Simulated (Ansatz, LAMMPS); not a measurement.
# Squeezing and shearing glassy 22BaO-78TiO2 (mol %) (89 atoms)

How stiff is glassy 22BaO-78TiO2 (mol %) (89 atoms), and how do its levels respond to strain?

Method: Kohn-Sham DFT, PBE, PAW (set soft_1), plane waves, in Ansatz 0.2.0.

### 1. Starting point

The cell holds 89 atoms: 7 Ba, 25 Ti and 57 O. Its edges and angles: a = 10.885 Å, b = 10.885 Å, c = 10.885 Å, α = 90.0°, β = 90.0°, γ = 90.0°. 89 atoms (7 Ba, 25 Ti, 57 O) placed at random at 4.2 g/cm³, melted at 4000 K for 10 ps at fixed volume with the Morse and Coulomb pair potential with partial charges (Pedone, Malavasi, Menziani, Cormack and Segre, J. Phys. Chem. B 110, 11780 (2006)). Quenched from 4000 K to 300 K at 100 K/ps and fixed volume, held 10 ps at zero pressure.

Limits known from the start: The quench rate of 100 K/ps far exceeds what a furnace or splat quench reaches, so expect more defects and frozen-in strain than in a real sample. The starting topology of bonds comes from the classical model, and needn't be the one that DFT or experiment would give. Only the Γ point is sampled. The levels lack spin–orbit coupling, which is large for the heavy elements here.

### 2. Single point at the start

The forces at the start show how far the geometry lies from a minimum of this functional.

input.yaml reads:

```yaml
crystal:
  lattice:
    - [10.88502, 0.0, 0.0]
    - [0.0, 10.88502, 0.0]
    - [0.0, 0.0, 10.88502]
  atoms:
    - { symbol: Ba, position: [0.14333, 0.10967, 0.88624] }
    - { symbol: Ba, position: [0.54721, 0.36149, 0.18802] }
    - { symbol: Ba, position: [0.26112, 0.79238, 0.42016] }
    - { symbol: Ba, position: [0.60695, 0.71486, 0.42739] }
    - { symbol: Ba, position: [0.75806, 0.05755, 0.71673] }
    - { symbol: Ba, position: [0.08775, 0.44584, 0.72672] }
    - { symbol: Ba, position: [0.97027, 0.9543, 0.26341] }
    - { symbol: Ti, position: [0.53098, 0.06191, 0.42516] }
    - { symbol: Ti, position: [0.30067, 0.48438, 0.39796] }
    - { symbol: Ti, position: [0.58917, 0.75322, 0.83434] }
    - { symbol: Ti, position: [0.42215, 0.97371, 0.70194] }
    - { symbol: Ti, position: [0.75399, 0.65413, 0.12369] }
    - { symbol: Ti, position: [0.36465, 0.37598, 0.93693] }
    - { symbol: Ti, position: [0.23364, 0.71326, 0.7779] }
    - { symbol: Ti, position: [0.43261, 0.65761, 0.11674] }
    - { symbol: Ti, position: [0.09877, 0.67027, 0.07655] }
    - { symbol: Ti, position: [0.97616, 0.81587, 0.61449] }
    - { symbol: Ti, position: [0.80204, 0.5702, 0.61744] }
    - { symbol: Ti, position: [0.8307, 0.16448, 0.03403] }
    - { symbol: Ti, position: [0.61295, 0.94549, 0.1879] }
    - { symbol: Ti, position: [0.2778, 0.91202, 0.11605] }
    - { symbol: Ti, position: [0.08275, 0.34017, 0.10657] }
    - { symbol: Ti, position: [0.48887, 0.10616, 0.96622] }
    - { symbol: Ti, position: [0.02659, 0.13306, 0.54164] }
    - { symbol: Ti, position: [0.4707, 0.51625, 0.67584] }
    - { symbol: Ti, position: [0.71809, 0.41191, 0.87041] }
    - { symbol: Ti, position: [0.33879, 0.25205, 0.61843] }
    - { symbol: Ti, position: [0.99305, 0.62519, 0.35878] }
    - { symbol: Ti, position: [0.65279, 0.3135, 0.54343] }
    - { symbol: Ti, position: [0.85121, 0.2683, 0.3175] }
    - { symbol: Ti, position: [0.26283, 0.17017, 0.32118] }
    - { symbol: Ti, position: [0.8887, 0.85311, 0.93548] }
    - { symbol: O, position: [0.56746, 0.88026, 0.73099] }
    - { symbol: O, position: [0.652, 0.95281, 0.35582] }
    - { symbol: O, position: [0.08056, 0.5081, 0.10222] }
    - { symbol: O, position: [0.67394, 0.48735, 0.55533] }
    - { symbol: O, position: [0.35836, 0.01239, 0.00997] }
    - { symbol: O, position: [0.32162, 0.85102, 0.75458] }
    - { symbol: O, position: [0.61959, 0.14447, 0.52964] }
    - { symbol: O, position: [0.14499, 0.54543, 0.3907] }
    - { symbol: O, position: [0.33594, 0.34689, 0.31006] }
    - { symbol: O, position: [0.32987, 0.57274, 0.75478] }
    - { symbol: O, position: [0.40067, 0.51536, 0.02925] }
    - { symbol: O, position: [0.72558, 0.26788, 0.96263] }
    - { symbol: O, position: [0.47592, 0.85458, 0.19719] }
    - { symbol: O, position: [0.61249, 0.02821, 0.041] }
    - { symbol: O, position: [0.11768, 0.92536, 0.06034] }
    - { symbol: O, position: [0.0127, 0.77122, 0.45944] }
    - { symbol: O, position: [0.45777, 0.94067, 0.52514] }
    - { symbol: O, position: [0.49557, 0.73961, 0.9634] }
    - { symbol: O, position: [0.59907, 0.61255, 0.17167] }
    - { symbol: O, position: [0.92022, 0.54778, 0.50069] }
    - { symbol: O, position: [0.33304, 0.32007, 0.7786] }
    - { symbol: O, position: [0.46195, 0.25834, 0.99764] }
    - { symbol: O, position: [0.2353, 0.3426, 0.53254] }
    - { symbol: O, position: [0.07722, 0.72081, 0.23528] }
    - { symbol: O, position: [0.96234, 0.35974, 0.23826] }
    - { symbol: O, position: [0.70676, 0.3151, 0.37358] }
    - { symbol: O, position: [0.1547, 0.68262, 0.91682] }
    - { symbol: O, position: [0.86709, 0.01725, 0.97289] }
    - { symbol: O, position: [0.27664, 0.75011, 0.1013] }
    - { symbol: O, position: [0.73528, 0.82102, 0.14517] }
    - { symbol: O, position: [0.84483, 0.62439, 0.26939] }
    - { symbol: O, position: [0.5698, 0.64553, 0.71265] }
    - { symbol: O, position: [0.48558, 0.34261, 0.58965] }
    - { symbol: O, position: [0.38576, 0.15341, 0.43744] }
    - { symbol: O, position: [0.3905, 0.55726, 0.52524] }
    - { symbol: O, position: [0.81996, 0.72911, 0.61663] }
    - { symbol: O, position: [0.72751, 0.29847, 0.69569] }
    - { symbol: O, position: [0.20458, 0.34475, 0.97595] }
    - { symbol: O, position: [0.27599, 0.99966, 0.25986] }
    - { symbol: O, position: [0.9509, 0.86151, 0.78573] }
    - { symbol: O, position: [0.97298, 0.24886, 0.01591] }
    - { symbol: O, position: [0.48585, 0.08649, 0.805] }
    - { symbol: O, position: [0.03309, 0.20968, 0.67963] }
    - { symbol: O, position: [0.11418, 0.71993, 0.6663] }
    - { symbol: O, position: [0.54967, 0.44239, 0.82239] }
    - { symbol: O, position: [0.8217, 0.1616, 0.19814] }
    - { symbol: O, position: [0.97245, 0.98194, 0.56506] }
    - { symbol: O, position: [0.90154, 0.19716, 0.45414] }
    - { symbol: O, position: [0.3715, 0.59708, 0.28643] }
    - { symbol: O, position: [0.31624, 0.09668, 0.66265] }
    - { symbol: O, position: [0.5358, 0.11216, 0.25497] }
    - { symbol: O, position: [0.93476, 0.72808, 0.0355] }
    - { symbol: O, position: [0.74308, 0.52305, 0.00271] }
    - { symbol: O, position: [0.7401, 0.79475, 0.89023] }
    - { symbol: O, position: [0.16883, 0.21963, 0.18984] }
    - { symbol: O, position: [0.82982, 0.50787, 0.7673] }
    - { symbol: O, position: [0.13838, 0.12174, 0.42783] }
kpoints:
  mp_grid: { grid: [1, 1, 1] }
hamiltonian:
  xc: pbe
  pseudopotentials: { kind: paw, azcp: { folder: soft_1 } }
scf:
  occupations: { method: fixed }
output:
  forces: true
```

The run is started by

```
ansatz run input.yaml --threads 4 --pin off --max-ram 8192MiB --backend cpu --events-out ev --progress --plain --runs-dir out
```

Numbers of over 12 decimals in the logs are rounded to 6 here.

Output:

```text
[...]
Pseudopotentials: kind: paw
Pseudopotential: Ba, paw, valence charge 10, recommended cutoff 420 eV (normal), soft_1/Ba.paw.azcp
Pseudopotential: Ti, paw, valence charge 12, recommended cutoff 420 eV (normal), soft_1/Ti.paw.azcp
Pseudopotential: O, paw, valence charge 6, recommended cutoff 420 eV (normal), soft_1/O.paw.azcp
[... 5 lines on functional and potentials left out ...]
Crystal: 89 atoms, lattice volume = 1289.697 Å³
Basis set: ecut = 420 eV, 25269 PW (Γ), exchange–correlation on 150×150×150 points (8 copies of the dense FFT grid, shifted against one another)
Bands: 445, of which v1, the nominal top of the filled ones, is band 356 counted from 1 (355 counted from 0)
Symmetry: 1 space group operations
Space group: P1 (ITA 1), of the structure as read, at distance tolerance 1.1e-4 Å
k-points: 1
[... 7 lines on functional and potentials left out ...]
Initial density: superposition of atomic densities (chi_scale 0.1, normalization cell, long waves kept (reshape's long-wave potential 0.47 eV rms))
Initial wavefunctions: pseudopotential atomic-orbital guess
[...]
SCF iter   1: F=—  HF=-136615.345079 eV  |F-HF|=—  |Δ(HF+E_count)|=         —  Δρ=5.38e-2  dr2=6.25e1  ethr=3.10e-3  ⟨swp⟩=6.0  Hψ=1255  notcnv=0  defer=85
preconditioner: auto → Resta (q_TF=auto, 2.471 Å⁻¹)  ε∞=5.7  [insulator: Δε(μ)=1.211 eV  Ē_g=10.648 eV  n_scr=340 (ndim 8)  ℏωp=23.1 eV  f_vac=0.006  ε∞_Penn≈5.7]
[...]
SCF iter  16: F=—  HF=-136602.286987 eV  |F-HF|=—  |Δ(HF+E_count)|=   2.70e-7  Δρ=4.75e-6  dr2=3.27e-7  ethr=5.74e-11  ⟨swp⟩=2.0  Hψ=723  notcnv=0  defer=77
SCF iter  17: F=-136602.286987 eV  HF=-136602.286987 eV  |F-HF|=2.33e-9  |Δ(HF+E_count)|=   1.03e-8  Δρ=1.82e-6  dr2=5.45e-8  ethr=1.40e-11  ⟨swp⟩=2.0  Hψ=1271  notcnv=0
SCF 1 converged in 17 iterations: F = -136602.286987 eV  dr2 = 5.45e-8
[...]
SCF converged after 17 iterations
Free energy (F): -136602.286987 eV
Harris-Foulkes:  -136602.286987 eV  (|F-HF|=2.33e-9)
Internal energy: -136602.286987 eV  (E = F + TS)
E sigma→0 (E₀):  -136602.286987 eV
Fermi energy:    7.108911 eV
--- Per-component energies (eV) ---
[...]
Σ components = -136602.286987   (vs F -136602.286987, Δ=0.00e0)
--- Forces (eV/Å), atoms counted from 1 ---
  atom   1  Ba     0.24850924    -0.41059052     0.06037978
  atom   2  Ba     0.27849238    -0.12740306     1.15973477
  atom   3  Ba     0.37018315     0.01935371    -0.14815095
  atom   4  Ba    -0.27595220     0.41402760    -0.38642726
[...]
atom  89  O      1.43007033    -0.38812222    -1.70573659
  max |Σ_I F_I| component: 4.44e-5 eV/Å
```

Run time: 30 s. Hardware: 4 threads of Arm Neoverse V1, shared host; peak memory 1.8 GiB; 1.9 min of CPU time.

The r.m.s. force at the start is 1.0 eV/Å.

### 3. Cell and atoms relaxed

Cell and atoms are freed together, to release stress as well as forces.

input.yaml reads:

```yaml
crystal:
  lattice:
    - [10.88502, 0.0, 0.0]
    - [0.0, 10.88502, 0.0]
    - [0.0, 0.0, 10.88502]
  atoms:
    [... the 89 atom lines of step 2 ...]
kpoints:
  mp_grid: { grid: [1, 1, 1] }
hamiltonian:
  xc: pbe
  pseudopotentials: { kind: paw, azcp: { folder: soft_1 } }
scf:
  occupations: { method: fixed }
output:
  forces: true
relax:
  f_tol: 0.05
  max_steps: 150
  cell: {}
```

Output:

```text
[...]
Crystal: 89 atoms, lattice volume = 1289.697 Å³
Basis set: ecut = 420 eV, 25269 PW (Γ), exchange–correlation on 150×150×150 points (8 copies of the dense FFT grid, shifted against one another)
Bands: 445, of which v1, the nominal top of the filled ones, is band 356 counted from 1 (355 counted from 0)
Symmetry: 1 space group operations
[...]
k-points: 1
[...]
SCF iter   1: F=—  HF=-136615.345079 eV  |F-HF|=—  |Δ(HF+E_count)|=         —  Δρ=5.38e-2  dr2=6.25e1  ethr=3.10e-3  ⟨swp⟩=6.0  Hψ=1255  notcnv=0  defer=85
[...]
SCF iter  16: F=—  HF=-136602.286987 eV  |F-HF|=—  |Δ(HF+E_count)|=   2.70e-7  Δρ=4.75e-6  dr2=3.27e-7  ethr=5.74e-11  ⟨swp⟩=2.0  Hψ=723  notcnv=0  defer=77
SCF iter  17: F=-136602.286987 eV  HF=-136602.286987 eV  |F-HF|=2.39e-9  |Δ(HF+E_count)|=   1.02e-8  Δρ=1.81e-6  dr2=5.45e-8  ethr=1.40e-11  ⟨swp⟩=2.0  Hψ=1271  notcnv=0
SCF 1 converged in 17 iterations: F = -136602.286987 eV  dr2 = 5.45e-8
[...]
relax step   1: F+E_penalty+E_count = -136602.28698707 eV  Δ(F+E_penalty+E_count) = +0.000e0 eV  max|allowed force component| = 4.114e0 eV/Å  Δτ_max = 0.0000 Å  P = +4.358 GPa  Ω = 1289.697 Å³  (17 SCF iters, dr2 threshold 1.00e-7 eV, accepted)
[... from here on, the SCF cycles and remarks between the steps are left out ...]
relax step   2: F+E_penalty+E_count = -136606.85865779 eV  Δ(F+E_penalty+E_count) = -4.572e0 eV  max|allowed force component| = 1.757e0 eV/Å  Δτ_max = 0.1990 Å  P = +1.767 GPa  Ω = 1286.430 Å³  energy of the carried Pulay correction = +6.201e-3 eV  (10 SCF iters, dr2 threshold 8.90e-6 eV, accepted)
relax step   3: F+E_penalty+E_count = -136608.32594212 eV  Δ(F+E_penalty+E_count) = -1.467e0 eV  max|allowed force component| = 9.502e-1 eV/Å  Δτ_max = 0.1941 Å  P = -0.065 GPa  Ω = 1281.151 Å³  energy of the carried Pulay correction = +1.625e-2 eV  (10 SCF iters, dr2 threshold 8.90e-6 eV, accepted)
relax step   4: F+E_penalty+E_count = -136608.83895556 eV  Δ(F+E_penalty+E_count) = -5.130e-1 eV  max|allowed force component| = 5.302e-1 eV/Å  Δτ_max = 0.1967 Å  P = -0.392 GPa  Ω = 1281.716 Å³  energy of the carried Pulay correction = +1.517e-2 eV  (9 SCF iters, dr2 threshold 8.90e-6 eV, accepted)
relax step   5: F+E_penalty+E_count = -136609.20951098 eV  Δ(F+E_penalty+E_count) = -3.706e-1 eV  max|allowed force component| = 3.100e-1 eV/Å  Δτ_max = 0.2000 Å  P = -0.260 GPa  Ω = 1279.932 Å³  energy of the carried Pulay correction = +1.858e-2 eV  (9 SCF iters, dr2 threshold 8.90e-6 eV, accepted)
relax step   6: F+E_penalty+E_count = -136609.39213337 eV  Δ(F+E_penalty+E_count) = -1.826e-1 eV  max|allowed force component| = 2.444e-1 eV/Å  Δτ_max = 0.1381 Å  P = +0.063 GPa  Ω = 1276.453 Å³  energy of the carried Pulay correction = +2.523e-2 eV  (9 SCF iters, dr2 threshold 6.01e-6 eV, accepted)
relax step   7: F+E_penalty+E_count = -136609.61619749 eV  Δ(F+E_penalty+E_count) = -2.241e-1 eV  max|allowed force component| = 2.661e-1 eV/Å  Δτ_max = 0.2000 Å  P = +0.057 GPa  Ω = 1275.751 Å³  energy of the carried Pulay correction = +2.658e-2 eV  (9 SCF iters, dr2 threshold 3.73e-6 eV, accepted)
relax step   8: F+E_penalty+E_count = -136609.84712070 eV  Δ(F+E_penalty+E_count) = -2.309e-1 eV  max|allowed force component| = 3.738e-1 eV/Å  Δτ_max = 0.1985 Å  P = +0.010 GPa  Ω = 1275.059 Å³  energy of the carried Pulay correction = +2.790e-2 eV  (9 SCF iters, dr2 threshold 4.42e-6 eV, accepted)
relax step   9: F+E_penalty+E_count = -136609.99777158 eV  Δ(F+E_penalty+E_count) = -1.507e-1 eV  max|allowed force component| = 3.183e-1 eV/Å  Δτ_max = 0.1950 Å  P = +0.095 GPa  Ω = 1274.494 Å³  energy of the carried Pulay correction = +2.899e-2 eV  (9 SCF iters, dr2 threshold 8.73e-6 eV, accepted)
relax step  10: F+E_penalty+E_count = -136610.14502749 eV  Δ(F+E_penalty+E_count) = -1.473e-1 eV  max|allowed force component| = 2.205e-1 eV/Å  Δτ_max = 0.2000 Å  P = +0.044 GPa  Ω = 1276.058 Å³  energy of the carried Pulay correction = +2.599e-2 eV  (9 SCF iters, dr2 threshold 6.33e-6 eV, accepted)
relax step  11: F+E_penalty+E_count = -136610.11505372 eV  Δ(F+E_penalty+E_count) = +2.997e-2 eV  max|allowed force component| = 6.750e-1 eV/Å  Δτ_max = 0.1947 Å  P = -0.354 GPa  Ω = 1278.413 Å³  energy of the carried Pulay correction = +2.148e-2 eV  (10 SCF iters, dr2 threshold 3.04e-6 eV, rejected (line search))
relax step  12: F+E_penalty+E_count = -136610.23980949 eV  Δ(F+E_penalty+E_count) = -9.478e-2 eV  max|allowed force component| = 2.346e-1 eV/Å  Δτ_max = 0.0949 Å  P = +0.051 GPa  Ω = 1276.609 Å³  energy of the carried Pulay correction = +2.493e-2 eV  (16 SCF iters, accepted)
relax step  13: F+E_penalty+E_count = -136610.31927894 eV  Δ(F+E_penalty+E_count) = -7.947e-2 eV  max|allowed force component| = 1.984e-1 eV/Å  Δτ_max = 0.0975 Å  P = -0.086 GPa  Ω = 1276.773 Å³  energy of the carried Pulay correction = +2.462e-2 eV  (9 SCF iters, dr2 threshold 3.44e-6 eV, accepted)
[...]
relax step  16: F+E_penalty+E_count = -136610.70922901 eV  Δ(F+E_penalty+E_count) = -1.524e-1 eV  max|allowed force component| = 2.622e-1 eV/Å  Δτ_max = 0.1950 Å  P = +0.061 GPa  Ω = 1269.581 Å³  energy of the carried Pulay correction = +3.843e-2 eV  (9 SCF iters, dr2 threshold 4.66e-6 eV, accepted)
relax step  17: F+E_penalty+E_count = -136610.86306813 eV  Δ(F+E_penalty+E_count) = -1.538e-1 eV  max|allowed force component| = 3.610e-1 eV/Å  Δτ_max = 0.2000 Å  P = +0.013 GPa  Ω = 1267.868 Å³  energy of the carried Pulay correction = +4.173e-2 eV  (10 SCF iters, dr2 threshold 4.30e-6 eV, accepted)
relax step  18: F+E_penalty+E_count = -136610.87172925 eV  Δ(F+E_penalty+E_count) = -8.661e-3 eV  max|allowed force component| = 4.878e-1 eV/Å  Δτ_max = 0.0898 Å  P = -0.102 GPa  Ω = 1266.768 Å³  energy of the carried Pulay correction = +4.385e-2 eV  (8 SCF iters, dr2 threshold 8.14e-6 eV, accepted)
relax step  19: F+E_penalty+E_count = -136610.86208622 eV  Δ(F+E_penalty+E_count) = +9.643e-3 eV  max|allowed force component| = 3.258e-1 eV/Å  Δτ_max = 0.2000 Å  P = +0.070 GPa  Ω = 1267.301 Å³  energy of the carried Pulay correction = +4.282e-2 eV  (9 SCF iters, dr2 threshold 8.90e-6 eV, rejected (line search))
relax step  20: F+E_penalty+E_count = -136610.93391262 eV  Δ(F+E_penalty+E_count) = -6.218e-2 eV  max|allowed force component| = 2.745e-1 eV/Å  Δτ_max = 0.0966 Å  P = +0.057 GPa  Ω = 1267.745 Å³  energy of the carried Pulay correction = +4.197e-2 eV  (16 SCF iters, accepted)
relax step  21: F+E_penalty+E_count = -136610.96874750 eV  Δ(F+E_penalty+E_count) = -3.483e-2 eV  max|allowed force component| = 1.735e-1 eV/Å  Δτ_max = 0.1000 Å  P = +0.032 GPa  Ω = 1265.682 Å³  energy of the carried Pulay correction = +4.595e-2 eV  (9 SCF iters, dr2 threshold 4.71e-6 eV, accepted)
relax step  22: F+E_penalty+E_count = -136610.98230863 eV  Δ(F+E_penalty+E_count) = -1.356e-2 eV  max|allowed force component| = 9.935e-2 eV/Å  Δτ_max = 0.0420 Å  P = -0.023 GPa  Ω = 1266.880 Å³  energy of the carried Pulay correction = +4.363e-2 eV  (8 SCF iters, dr2 threshold 1.88e-6 eV, accepted)
relax step  23: F+E_penalty+E_count = -136610.87434741 eV  Δ(F+E_penalty+E_count) = +1.080e-1 eV  max|allowed force component| = 2.928e-1 eV/Å  Δτ_max = 0.1900 Å  P = -0.077 GPa  Ω = 1268.975 Å³  energy of the carried Pulay correction = +3.960e-2 eV  (11 SCF iters, dr2 threshold 6.17e-7 eV, rejected (line search))
relax step  24: F+E_penalty+E_count = -136610.98890252 eV  Δ(F+E_penalty+E_count) = -6.594e-3 eV  max|allowed force component| = 5.104e-2 eV/Å  Δτ_max = 0.0330 Å  P = +0.019 GPa  Ω = 1266.734 Å³  energy of the carried Pulay correction = +4.392e-2 eV  (16 SCF iters, accepted)
relax step  25: F+E_penalty+E_count = -136610.98264241 eV  Δ(F+E_penalty+E_count) = +6.260e-3 eV  max|allowed force component| = 1.192e-1 eV/Å  Δτ_max = 0.1000 Å  P = -0.014 GPa  Ω = 1265.854 Å³  energy of the carried Pulay correction = +4.561e-2 eV  (11 SCF iters, dr2 threshold 1.63e-7 eV, rejected (line search))
relax step  26: F+E_penalty+E_count = -136610.99200896 eV  Δ(F+E_penalty+E_count) = -3.106e-3 eV  max|allowed force component| = 2.985e-2 eV/Å  Δτ_max = 0.0325 Å  P = -0.006 GPa  Ω = 1266.460 Å³  energy of the carried Pulay correction = +4.444e-2 eV  (15 SCF iters, accepted)
relax step  27: F+E_penalty+E_count = -136610.98672561 eV  Δ(F+E_penalty+E_count) = +5.283e-3 eV  max|allowed force component| = 2.944e-2 eV/Å  Δτ_max = 0.0000 Å  P = -0.006 GPa  Ω = 1266.460 Å³  stress off target by 1.62e-1 GPa  SCF on the basis re-selected at this cell (its energy is not comparable with the rows above)  (8 SCF iters)
relax step  28: F+E_penalty+E_count = -136610.98830349 eV  Δ(F+E_penalty+E_count) = -1.578e-3 eV  max|allowed force component| = 3.218e-2 eV/Å  Δτ_max = 0.0097 Å  P = -0.001 GPa  Ω = 1266.440 Å³  energy of the carried Pulay correction = -1.071e-5 eV  (9 SCF iters, dr2 threshold 6.58e-8 eV, accepted)
relax step  29: F+E_penalty+E_count = -136610.98859053 eV  Δ(F+E_penalty+E_count) = -2.870e-4 eV  max|allowed force component| = 3.222e-2 eV/Å  Δτ_max = 0.0000 Å  P = -0.001 GPa  Ω = 1266.440 Å³  stress off target by 2.19e-2 GPa  SCF on the basis re-selected at this cell (its energy is not comparable with the rows above)  (6 SCF iters)
basis re-selected at this cell: Δ(F+E_penalty+E_count) = -2.870e-4 eV, ΔP = +0.000 GPa vs the last step (what re-selecting the basis moved, of the pressure what is left beyond the Pulay correction that the steps carried, after the strain that the cell walked since its last selection, [...]
SCF converged after 6 iterations
Free energy (F): -136610.988591 eV
[...]
Internal energy: -136610.988591 eV  (E = F + TS)
E sigma→0 (E₀):  -136610.988591 eV
Fermi energy:    6.343616 eV
[...]
Σ components = -136610.988591   (vs F -136610.988591, Δ=0.00e0)
--- Forces (eV/Å), atoms counted from 1 ---
  atom   1  Ba     0.00425730    -0.00058552    -0.00338650
  atom   2  Ba     0.00288848    -0.00157488    -0.00071642
  atom   3  Ba     0.01512564     0.00083582     0.00059840
  atom   4  Ba    -0.01086742     0.00698842    -0.00870369
[...]
atom  89  O     -0.00766320     0.00098070    -0.00661040
  max |Σ_I F_I| component: 1.22e-5 eV/Å
--- Stress (GPa, compression-positive) ---
       -0.000515       0.014476       0.007761
        0.014476       0.003017       0.010042
        0.007761       0.010042      -0.004645
  P = ⅓ Tr σ = -0.0007 GPa (-0.007 kbar)
--- Relaxed structure (27 steps of the walk, 23 accepted, 2 SCFs on fresh bases) ---
  F+E_penalty+E_count = -136610.98859053 eV   max|allowed force component| = 3.222e-2 eV/Å   (the final SCF, on the basis selected at the relaxed cell)
  cell:  # Å, volume = 1266.4401 Å³
    - [10.858501, -0.370043, -0.101331]
    - [-0.370043, 10.603626, -0.066622]
    - [-0.101331, -0.066622, 11.013688]
  atoms:
    - { symbol: Ba, position: [0.121282, 0.089870, 0.890862] }
    - { symbol: Ba, position: [0.538069, 0.381994, 0.195780] }
    - { symbol: Ba, position: [0.248164, 0.812905, 0.406787] }
    - { symbol: Ba, position: [0.607394, 0.723961, 0.449461] }
[...]
- { symbol: O, position: [0.141579, 0.043950, 0.414038] }
```

The job ended after 9.5 min (4 threads; peak memory 1.8 GiB).

The relaxation converged after 27 steps, with a largest force component of 0.032 eV/Å.

(Part 1 of 4 ends here.)

[Logs are printed without paths, hosts, clocks, repeated set-up lines and the standing remarks that a program may print on its own settings, such as how far it seeks lower states.]

[Hosts, paths, dates, database ids (printed as entryN), source tags and the programs' standing remarks are cut or masked in the printed files.]
